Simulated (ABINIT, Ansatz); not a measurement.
# Calculated records

```cif
data_mos2
_symmetry_space_group_name_H-M 'P6_3/mmc'
_symmetry_Int_Tables_number 194
_cell_length_a 3.1690
_cell_length_b 3.1690
_cell_length_c 12.3240
_cell_angle_alpha 90.000
_cell_angle_beta 90.000
_cell_angle_gamma 120.000
_cell_volume 107.18
loop_
_atom_site_label
_atom_site_type_symbol
_atom_site_symmetry_multiplicity
_atom_site_Wyckoff_symbol
_atom_site_fract_x
_atom_site_fract_y
_atom_site_fract_z
_atom_site_occupancy
Mo1 Mo 2 c 0.33333 0.66667 0.25000 1
S1 S 4 f 0.33333 0.66667 0.62300 1
_calc_subject 'How the form of the self-energy moves the gap of MoS2 (P6_3/mmc)'
_calc_method 'RPA screening on PBEsol, plane waves, norm-conserving pseudopotentials (and 3 further levels or steps)'
_calc_program 'ABINIT 10.8.3'
_calc_settings 'cutoff 36 Ha, PseudoDojo scalar-relativistic 0.4.1 standard, norm-conserving, ngkpt (3, 3, 1), nband 97, ecuteps 4.2 Ha, inclvkb 2, shiftk (0, 0, 0), symchi 1, awtr 1, frequency ppm, 3×3×1 k-mesh'
_calc_cost '6 runs, 1.9 min in all on 4 MPI ranks of Arm Neoverse V2, shared host'
_calc_notes 'The database entry behind the starting cell differs from other determinations of this structure. The program’s warnings: nproc spkpt=  >= nkpt= * nsppol=. The cell and positions come from the Crystallography Open Database and are kept as given unless a step says otherwise. Limits: no spin-orbit coupling. The 3×3×1 mesh is coarse for this cell, which bears on the long-range parts of exchange and screening.'
_calc_g0w0_godby_needs_plasmon_pole '1.745 eV'
_calc_g0w0_von_der_linden_horsch_plasmon_pole '1.863 eV'
_calc_g0w0_hybertsen_louie_plasmon_pole '1.856 eV'
_calc_one_shot_hartree_fock '6.994 eV'
_calc_known_limits 'short of the basis limit; no spin-orbit coupling; coarse k mesh'
```

[Long decimals in the printed logs are rounded to 6 places.]

[Logs are printed without paths, hosts, clocks, repeated set-up lines and the standing remarks that a program may print on its own settings, such as how far it seeks lower states.]

[Paths, hosts, dates, memory and timing lines, banners, echoed tables and standing remarks are left out of the program output; an Ansatz launch command may be rebuilt from the run's recorded settings. Measured values are a selection of at most five: reports struck by readers or far from the other reports are left out. None is set beside runs whose start may be inverted or whose files or cutoffs have a known fault.]

[Runs of the session that timed out or met a known fault of the program may be left out.]

[Hosts, paths, dates, database ids (printed as entryN), source tags and the programs' standing remarks are cut or masked in the printed files.]

[G0W0 gaps are taken among the corrected bands and points alone; a level outside them can change the order at an edge.]

[Where Ansatz stands beside ABINIT at settings called matched, ABINIT's density can come from a denser mesh and the files from another edition; pairs whose starting gaps differed by over 0.03 eV were left out, so agreement reads better than it is.]
